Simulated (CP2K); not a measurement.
Two runs for the N K edge of isocyanoallene. Run A: CP2K XAS_TDP, all-electron GAPW, PBEh(45%), aug-cc-pVDZ, TDA, no relativity. Run B differs in one setting.

First lines with a strength over 0.0015. A:

```
              atom  energy (eV)  states  strength, one atom
N2 (bonded to 2 C)       396.98       1              0.0273
                         397.13       1              0.0391
                         399.13       1              0.0088
                         399.57       1              0.0206
                         402.31       1              0.0024
```

B:

```csv
atom,energy (eV),states,"strength, one atom"
N2 (bonded to 2 C),401.99,1,0.0269
,402.14,1,0.0386
,404.14,1,0.0087
,404.57,1,0.0203
,407.32,1,0.0024
```

Which was it: scalar relativity switched on, the functional, GW2X switched on, the basis?

GW2X switched on. GW2X shifts an atom's lines together and keeps their spacings. Against PBEh(45%) in aug-cc-pVDZ, the leading line moves by +5.01 eV, to 401.99 eV.

[Banner, clock and machine lines of the logs are left out without a mark of their own.]

[Logs are printed without paths, hosts, clocks, repeated set-up lines and the standing remarks that a program may print on its own settings, such as how far it seeks lower states.]

[Hosts, paths, dates, database ids (printed as entryN), source tags and the programs' standing remarks are cut or masked in the printed files.]
